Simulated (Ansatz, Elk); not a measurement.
## Bonding as seen by X-rays: NaLi2Ta

Structure refinements treat a crystal as free atoms side by side. For a made-up structure of NaLi2Ta (cell and positions from a PBE relaxation) the runs below show what the calculated density changes in F(hkl).

Calculated with Elk 11.2.3 (patched build); DFT, PBE, all-electron APW+lo, Dirac cores, scalar-relativistic bands, static density, no spin.

The structure was built from a prototype and need not be the compound's stable phase.

## (1) Starting point

It takes space group P6_3/mmc (No. 194, hexagonal). The conventional cell has a = 5.096 Å, b = 5.096 Å, c = 7.867 Å, α = 90.00°, β = 90.00°, γ = 120.00°. Nearest to Ta lie 2 Li at 2.70 Å and 3 Na at 2.94 Å. Nearest to Na lie 3 Ta at 2.94 Å and 6 Li at 3.19 Å. Nearest to Li lie 1 Li at 2.46 Å and 4 Ta at 2.70 to 3.19 Å and 3 Na at 3.19 Å. Farther neighbours are not listed.

Coordinates:

```cif
data_structure
_symmetry_space_group_name_H-M 'P6_3/mmc'
_symmetry_Int_Tables_number 194
_cell_length_a 5.0962
_cell_length_b 5.0962
_cell_length_c 7.8668
_cell_angle_alpha 90.000
_cell_angle_beta 90.000
_cell_angle_gamma 120.000
_cell_volume 176.94
loop_
_atom_site_label
_atom_site_type_symbol
_atom_site_symmetry_multiplicity
_atom_site_Wyckoff_symbol
_atom_site_fract_x
_atom_site_fract_y
_atom_site_fract_z
_atom_site_occupancy
Ta1 Ta 2 c 0.66667 0.33333 0.75000 1
Na1 Na 2 b 0.00000 0.00000 0.75000 1
Li1 Li 4 f 0.66667 0.33333 0.40623 1
```

## (2) Ground state and structure factors

An all-electron density is needed, since X-rays see the cores too. Task 0 finds the density and task 195 Fourier-transforms it; tshift is off so that phases refer to the origin typed.

File elk.in:

```
tasks
  0
  195

xctype
  20

spinpol
  .false.

rgkmax
  7.0

gmaxvr
  14.0

lmaxo
  7

lmaxapw
  8

swidth
  0.002

tshift
  .false.

ramdisk
  .false.

hmaxvr
  5.5

maxscl
  120

epspot
  1e-06

sppath
  './'

avec
  9.63040234902 0.00000000000 -0.00000000000
  -4.81520117451 8.34017308291 0.00000000000
  -0.00000000000 0.00000000000 14.86602576631

atoms
  3
  'Ta.in'
  2
  0.6666666667 0.3333333333 0.7500000000   0.000000 0.000000 0.000000
  0.3333333333 0.6666666667 0.2500000000   0.000000 0.000000 0.000000
  'Na.in'
  2
  -0.0000000000 -0.0000000000 0.7500000000   0.000000 0.000000 0.000000
  0.0000000000 -0.0000000000 0.2500000000   0.000000 0.000000 0.000000
  'Li.in'
  4
  0.6666666667 0.3333333333 0.4062281220   0.000000 0.000000 0.000000
  0.3333333333 0.6666666667 0.9062281220   0.000000 0.000000 0.000000
  0.6666666667 0.3333333333 0.0937718780   0.000000 0.000000 0.000000
  0.3333333333 0.6666666667 0.5937718780   0.000000 0.000000 0.000000

ngridk
  5 5 3
```

Run with:

```
$ OMP_NUM_THREADS=4 elk
```

Numbers of over 12 decimals in the logs are rounded to 6 here.

The program printed:

```text
┌─────────────────────────┐
│ Elk code version 11.2.3 │
└─────────────────────────┘

All units are atomic (Hartree, Bohr, etc.)

┌─────────────────────────────────────────────────┐
│ Ground-state run starting from atomic densities │
└─────────────────────────────────────────────────┘

Lattice vectors :
   9.630402349       0.000000000      -0.000000000
  -4.815201175       8.340173083       0.000000000
  -0.000000000       0.000000000       14.86602577

Reciprocal lattice vectors :
  0.6524322743      0.3766819492       0.000000000
  -0.000000000      0.7533638984      -0.000000000
   0.000000000       0.000000000      0.4226540036

Unit cell volume      :    1194.027630
Brillouin zone volume :   0.2077424401

Muffin-tin inner radius fraction :   0.1000000000E-01

Nuclei treated as point charges

Species : 1 (Ta)
 parameters loaded from : Ta.in
 name : tantalum
 nuclear charge    :   -73.00000000
 electronic charge :    73.00000000
 atomic mass :    329847.8435
 muffin-tin radius :    2.800000000
 number of radial points in muffin-tin :   1393
 inner part over the whole radius :   0.9923388882E-02
 number on inner part of muffin-tin    :    999
 approximate nuclear radius :   0.1005189763E-03
 number of mesh points to nuclear radius :    519
 atomic positions (lattice), magnetic fields (Cartesian) :
  1 :  -0.33333333  0.33333333 -0.25000000    0.00000000  0.00000000  0.00000000
  2 :   0.33333333 -0.33333333  0.25000000    0.00000000  0.00000000  0.00000000

Species : 2 (Na)
 parameters loaded from : Na.in
 name : sodium
 nuclear charge    :   -11.00000000
 electronic charge :    11.00000000
 atomic mass :    41907.78703
 muffin-tin radius :    2.200000000
 number of radial points in muffin-tin :    793
 inner part over the whole radius :   0.9883648912E-02
 number on inner part of muffin-tin    :    551
 approximate nuclear radius :   0.5574345702E-04
 number of mesh points to nuclear radius :    238
 atomic positions (lattice), magnetic fields (Cartesian) :
  1 :   0.00000000  0.00000000 -0.25000000    0.00000000  0.00000000  0.00000000
  2 :   0.00000000  0.00000000  0.25000000    0.00000000  0.00000000  0.00000000

Species : 3 (Li)
 parameters loaded from : Li.in
 name : lithium
 nuclear charge    :   -3.000000000
 electronic charge :    3.000000000
 atomic mass :    12652.66898
 muffin-tin radius :    1.800000000
 number of radial points in muffin-tin :    593
 inner part over the whole radius :   0.9806707936E-02
 number on inner part of muffin-tin    :    401
 approximate nuclear radius :   0.4000070961E-04
 number of mesh points to nuclear radius :    148
 atomic positions (lattice), magnetic fields (Cartesian) :
  1 :  -0.33333333  0.33333333  0.40622812    0.00000000  0.00000000  0.00000000
  2 :   0.33333333 -0.33333333 -0.09377188    0.00000000  0.00000000  0.00000000
  3 :  -0.33333333  0.33333333  0.09377188    0.00000000  0.00000000  0.00000000
  4 :   0.33333333 -0.33333333 -0.40622812    0.00000000  0.00000000  0.00000000

Total number of atoms per unit cell :    8
Total muffin-tin volume :    370.8252192
 ratio of muffin-tin to unit cell volume :   0.3105666986

Spin treatment :
 spin-unpolarised

Number of Bravais lattice symmetries :   24
Number of crystal symmetries         :   24
Crystal has inversion symmetry
Real symmetric eigensolver will be used

k-point grid :      5     5     3
k-point offset :    0.000000000       0.000000000       0.000000000
k-point set is reduced with full crystal symmetry group
Total number of k-points :       10

Muffin-tin radius times maximum |G+k| :    7.000000000
 using average radius
Maximum |G+k| for APW functions       :    3.255813953
Maximum (1/2)|G+k|²                   :    5.300162250
Maximum |G| for potential and density :    14.00000000
Constant for pseudocharge density :   10
 order of it for each species :   17  17  17
 order of it for pair densities of each species (exact exchange by exxq0 0: 18) :   16  10   5
Radial integration step length :    1

[...]
at k-point 10

Charges :
 core                        :    96.00000000
 valence                     :    84.00000000
 interstitial                :    9.817269443
 muffin-tins (core leakage)
  species : 1 (Ta)
   atom 1                    :    70.54580291     ( -0.1466281887E-06)
   atom 2                    :    70.54580291     ( -0.1466281887E-06)
  species : 2 (Na)
[...]
species : 3 (Li)
   atom 1                    :    2.217523538     (   0.000000000    )
   atom 2                    :    2.217523538     (   0.000000000    )
[...]
total in muffin-tins        :    170.1827306
 total calculated charge     :    179.9999916
 total charge                :    180.0000000
 error                       :   0.8400917551E-05

RMS change in Kohn-Sham potential (target) :    7.152552348     (  0.1000000000E-05)
Absolute change in total energy (target)   :    2.387888693     (  0.1000000000E-03)

[... loops 3 to 16 left out ...]

┌──────────────────┐
│ Loop number : 17 │
└──────────────────┘

Energies :
 Fermi                       :     0.85092192805315E-01
 sum of occupied eigenvalues :     -19346.119847417
 electron kinetic            :      35438.440817068
 core electron kinetic       :      34132.352099708
 Coulomb                     :     -66374.036254276
 Coulomb potential           :     -53907.226962640
 nuclear-nuclear             :     -2039.5611362001
 electron-nuclear            :     -74784.810675690
 Hartree                     :      10450.335557614
 Madelung                    :     -39420.422772956
 xc potential                :     -877.33370184564
 exchange                    :     -661.33573330998
 correlation                 :     -9.868965
 electron entropic           :    -0.37398672819212E-02
 total energy                :     -31606.803875339

Density of states at Fermi energy :    296.0977511
 (states/Hartree/unit cell)

Estimated indirect band gap :   0.7418212633E-03
 from k-point 10 to k-point 8
Estimated direct band gap   :   0.1409749804E-02
 at k-point 8

Charges :
 core                        :    96.00000000
 valence                     :    84.00000000
 interstitial                :    8.754431654
 muffin-tins (core leakage)
  species : 1 (Ta)
[...]
species : 2 (Na)
[...]
species : 3 (Li)
[...]
total in muffin-tins        :    171.2455683
 total calculated charge     :    179.9999543
 total charge                :    180.0000000
 error                       :   0.4566735521E-04

RMS change in Kohn-Sham potential (target) :   0.7302392067E-06 (  0.1000000000E-05)
Absolute change in total energy (target)   :   0.4922552762E-05 (  0.1000000000E-03)

Convergence targets achieved

┌──────────────────┐
│ Loop number : 18 │
└──────────────────┘

Energies :
 Fermi                       :     0.85092179268022E-01
 sum of occupied eigenvalues :     -19346.119855914
 electron kinetic            :      35438.440816121
 core electron kinetic       :      34132.352092755
 Coulomb                     :     -66374.036263380
 Coulomb potential           :     -53907.226942288
 nuclear-nuclear             :     -2039.5611362001
 electron-nuclear            :     -74784.810714446
 Hartree                     :      10450.335587266
 Madelung                    :     -39420.422792236
 xc potential                :     -877.33372974693
 exchange                    :     -661.33573393856
 correlation                 :     -9.868965
 electron entropic           :    -0.37398675857573E-02
 total energy                :     -31606.803886024

Density of states at Fermi energy :    296.0977675
 (states/Hartree/unit cell)

Estimated indirect band gap :   0.7418226063E-03
 from k-point 10 to k-point 8
Estimated direct band gap   :   0.1409749223E-02
 at k-point 8

Charges :
 core                        :    96.00000000
 valence                     :    84.00000000
 interstitial                :    8.754431003
 muffin-tins (core leakage)
  species : 1 (Ta)
[...]
atom 2                    :    71.18368278     ( -0.1546195989E-06)
  species : 2 (Na)
   atom 1                    :    10.11921291     ( -0.9715865845E-07)
   atom 2                    :    10.11921291     ( -0.9715865845E-07)
  species : 3 (Li)
[...]
atom 2                    :    2.159944405     (   0.000000000    )
   atom 3                    :    2.159944405     (   0.000000000    )
   atom 4                    :    2.159944405     (   0.000000000    )
 total in muffin-tins        :    171.2455690
 total calculated charge     :    179.9999543
 total charge                :    180.0000000
 error                       :   0.4566737923E-04

┌──────────────────────────────┐
│ Self-consistent loop stopped │
└──────────────────────────────┘

Wrote STATE.OUT
```

Elapsed: 64 s, on 4 threads of Arm Neoverse V1, shared host; peak memory 0.35 GiB; 2.4 min of CPU time.

SFACRHO.OUT:

```text

h k l indices transformed by vhmat matrix:
   1.000000000       0.000000000       0.000000000    
   0.000000000       1.000000000       0.000000000    
   0.000000000       0.000000000       1.000000000    

      h      k      l  multipl.   |H|            Re(F)            Im(F)           |F|

      0      0      0      1   0.0000000       180.00000      0.49492114E-16   180.00000    
      0      0     -1      2  0.42265400      0.45827684E-13 -0.16829376E-14  0.45858575E-13
      1     -1      0      6  0.75336390      -53.278439     -0.25891347E-15   53.278439    
      0      0     -2      2  0.84530801      -149.07251     -0.77674041E-15   149.07251    
      1      0      1      6  0.86382497      -111.26315     -0.23431669E-13   111.26315    
      1      0     -1      6  0.86382497       111.26315      0.21489818E-13   111.26315    
      1     -1      2      6   1.1322998       44.819146     -0.31069616E-14   44.819146    
      0     -1      2      6   1.1322998       44.819146      0.26182625E-13   44.819146    
      0      0      3      2   1.2679620     -0.14279078E-12 -0.77674041E-15  0.14279289E-12
      1      1      0      6   1.3048645       147.17053      0.96765487E-14   147.17053    
     -2      1     -1     12   1.3716078      0.74485508E-07 -0.90619715E-15  0.74485508E-07
      1      0     -3      6   1.4748847      -109.50819     -0.24985150E-13   109.50819    
      1     -1     -3      6   1.4748847       109.50819     -0.27185914E-14   109.50819    
      2      0      0      6   1.5067278      -47.062211     -0.26409174E-13   47.062211    
     -1      2     -2     12   1.5547402      -131.43624     -0.12945674E-14   131.43624    
      0     -2     -1      6   1.5648850      -99.298938     -0.44533117E-13   99.298938    
      2     -2     -1      6   1.5648850       99.298938      0.25891347E-14   99.298938    
      0      0      4      2   1.6906160       126.26662     -0.34953318E-14   126.26662
```

Elk indexes on the primitive cell of elk.in and gives |H| = 4π sin θ/λ in inverse bohr. Below, one row stands for each form hkl of the conventional cell (m members, Friedel mates merged), F is for one primitive cell and the density is static (no thermal factor). Free-atom factors are Waasmaier and Kirfel's, and R is Σm||F|−|F'||/Σm|F|.

```csv
hkl,m,sin θ/λ (Å⁻¹),"abs F, DFT",neutral atoms,diff.
001,2,0.064,0.000,0.000,+0.000
100,6,0.113,53.278,52.982,+0.297
002,2,0.127,149.072,149.320,-0.248
101,12,0.130,111.263,111.601,-0.338
102,12,0.170,44.819,44.856,-0.037
003,2,0.191,0.000,0.000,+0.000
110,6,0.196,147.171,147.621,-0.450
111,12,0.206,0.000,0.000,+0.000
103,12,0.222,109.508,109.911,-0.403
200,6,0.227,47.062,47.243,-0.180
112,12,0.234,131.436,131.813,-0.377
201,12,0.235,99.299,99.367,-0.068
004,2,0.254,126.267,126.393,-0.126
202,12,0.260,41.281,41.360,-0.079
113,12,0.274,0.000,0.000,+0.000
104,12,0.278,39.650,39.672,-0.022
203,12,0.296,100.311,100.595,-0.284
210,12,0.300,44.098,44.108,-0.010
```

## (3) The highest occupied states alone

An energy window below the Fermi level keeps the highest occupied states, to see at which angles they scatter; shallow core shells can lie inside it and anion s states outside. No new self-consistency is needed.

Changes to elk.in since step 2:

```diff
@@ -1,3 +1,2 @@
 tasks
-  0
   195
@@ -40,2 +39,5 @@
 
+wsfac
+  -0.282400 0.385090
+
 sppath
```

Run with:

```
$ OMP_NUM_THREADS=4 elk
```

The program printed:

```text
┌─────────────────────────────────┐
│ Elk code version 11.2.3 started │
└─────────────────────────────────┘

Info(readinput): the functional depends on the density's gradient
 muffin-tin radial points multiplied by    2.00000
 (not where nrmtscf is given)

┌────────────────────┐
│ Current task : 195 │
└────────────────────┘

Info(sfacrho): density structure factors written to SFACRHO.OUT

 Energy window :  -0.2824000000      0.3850900000

┌──────────────────┐
│ Elk code stopped │
└──────────────────┘
```

Wall time 26 s (4 threads); peak memory 0.22 GiB; 28 s of CPU time.

States within 10 eV below the Fermi level hold 16.00 electrons; any levels below the window count with the cores. Their amplitudes can exceed the total, where window and core parts have opposite phase:

```csv
hkl,sin θ/λ (Å⁻¹),"abs F, window","abs F, all"
001,0.064,0.000,0.000
100,0.113,2.720,53.278
002,0.127,3.621,149.072
101,0.130,2.676,111.263
102,0.170,0.925,44.819
003,0.191,0.000,0.000
110,0.196,0.897,147.171
111,0.206,0.000,0.000
103,0.222,0.331,109.508
200,0.227,0.139,47.062
```

## (4) Another functional

The difference from free atoms is small, so it is set against the change that LDA (Perdew-Wang) makes.

Changes to elk.in since step 3:

```diff
@@ -1,2 +1,3 @@
 tasks
+  0
   195
@@ -4,3 +5,3 @@
 xctype
-  20
+  3
 
@@ -39,5 +40,2 @@
 
-wsfac
-  -0.282400 0.385090
-
 sppath
```

Run with:

```
$ OMP_NUM_THREADS=4 elk
```

The program printed:

```text
┌─────────────────────────┐
│ Elk code version 11.2.3 │
└─────────────────────────┘

All units are atomic (Hartree, Bohr, etc.)

┌─────────────────────────────────────────────────┐
│ Ground-state run starting from atomic densities │
└─────────────────────────────────────────────────┘

Lattice vectors :
   9.630402349       0.000000000      -0.000000000
  -4.815201175       8.340173083       0.000000000
  -0.000000000       0.000000000       14.86602577

Reciprocal lattice vectors :
  0.6524322743      0.3766819492       0.000000000
[...]
species : 2 (Na)
   atom 1                    :    10.12405704     ( -0.1555072445E-05)
   atom 2                    :    10.12405704     ( -0.1555072445E-05)
  species : 3 (Li)
[...]
atom 3                    :    2.159797511     (   0.000000000    )
   atom 4                    :    2.159797511     (   0.000000000    )
 total in muffin-tins        :    171.3387099
 total calculated charge     :    179.9999594
 total charge                :    180.0000000
 error                       :   0.4060612099E-04

┌──────────────────────────────┐
│ Self-consistent loop stopped │
└──────────────────────────────┘

Wrote STATE.OUT
[key lines of the parts left out:]
total energy                :     -31586.465360998
```

Run time: 39 s. Hardware: 4 threads; peak memory 0.29 GiB; 95 s of CPU time.

Against the first run R = 0.05 %; the largest change is -0.101 at 300.

## (5) Basis size

The basis and the expansions that go with it are enlarged, to see whether the differences are converged.

Changes to elk.in since step 4:

```diff
@@ -5,3 +5,3 @@
 xctype
-  3
+  20
 
@@ -11,12 +11,12 @@
 rgkmax
-  7.0
+  8.5
 
 gmaxvr
-  14.0
+  18.0
 
 lmaxo
-  7
+  9
 
 lmaxapw
-  8
+  10
```

Run with:

```
$ OMP_NUM_THREADS=4 elk
```

The program printed:

```text
┌─────────────────────────┐
│ Elk code version 11.2.3 │
└─────────────────────────┘

All units are atomic (Hartree, Bohr, etc.)

┌─────────────────────────────────────────────────┐
│ Ground-state run starting from atomic densities │
└─────────────────────────────────────────────────┘

Lattice vectors :
   9.630402349       0.000000000      -0.000000000
  -4.815201175       8.340173083       0.000000000
  -0.000000000       0.000000000       14.86602577

Reciprocal lattice vectors :
  0.6524322743      0.3766819492       0.000000000
[...]
species : 2 (Na)
   atom 1                    :    10.11950628     ( -0.9715865712E-07)
   atom 2                    :    10.11950628     ( -0.9715865712E-07)
  species : 3 (Li)
[...]
atom 3                    :    2.160372528     (   0.000000000    )
   atom 4                    :    2.160372528     (   0.000000000    )
 total in muffin-tins        :    171.2486959
 total calculated charge     :    179.9999795
 total charge                :    180.0000000
 error                       :   0.2048486400E-04

┌──────────────────────────────┐
│ Self-consistent loop stopped │
└──────────────────────────────┘

Wrote STATE.OUT
[key lines of the parts left out:]
total energy                :     -31606.807320342
```

Wall time 3.1 min (4 threads); peak memory 0.85 GiB; 7.7 min of CPU time.

Against the first run R = 0.00 %; the largest change is -0.003 at 008.

## (6) Settings against the effect

```csv
run,R against the first run (%),"R against neutral atoms, low angle (%)",wall time
"PBE, rgkmax 7",0.00,0.24,64 s
LDA (Perdew-Wang),0.05,0.24,39 s
rgkmax 8.5 with larger expansions,0.00,0.24,3.1 min
```

## (7) Summary of results

```yaml
r_against_neutral_atoms_sin_theta_lambda_0p3_a_minus1: 0.24 %
r_against_neutral_atoms_0p3_to_0p71_a_minus1: 0.20 %
```

**Reading.** Independent neutral atoms miss the calculated amplitudes by R = 0.24 % below 0.3 Å⁻¹ and 0.20 % from there to 0.71 Å⁻¹; by shells, 0.32 % below 0.15 Å⁻¹ (3 forms), 0.22 % 0.15 to 0.3 (11 forms), 0.13 % 0.3 to 0.45 (22 forms), 0.22 % above 0.45 (90 forms). Bonding, aspherical density and the tables' own atoms all enter these figures, and the runs don't part them. The largest change of an amplitude is -0.45 electrons, at 110. The window's part falls from 16.0 electrons at the origin to at most 0.13 between 0.45 and 0.71 Å⁻¹. Below 0.3 Å⁻¹ the changes that finished (LDA (Perdew-Wang) and rgkmax 8.5 with larger expansions) move F by R = 0.03 % at most, against the 0.24 % that separates it from free atoms. The k-mesh has no finished test. Spin-orbit coupling is left out, which can matter for elements this heavy. Part of the difference isn't bonding: the tables are fits to free atoms and ions calculated by other methods than this functional. Thermal motion, anomalous dispersion and extinction are left out.

[Logs are printed without paths, hosts, clocks, repeated set-up lines and the standing remarks that a program may print on its own settings, such as how far it seeks lower states.]

[Hosts, paths, dates, database ids (printed as entryN), source tags and the programs' standing remarks are cut or masked in the printed files.]
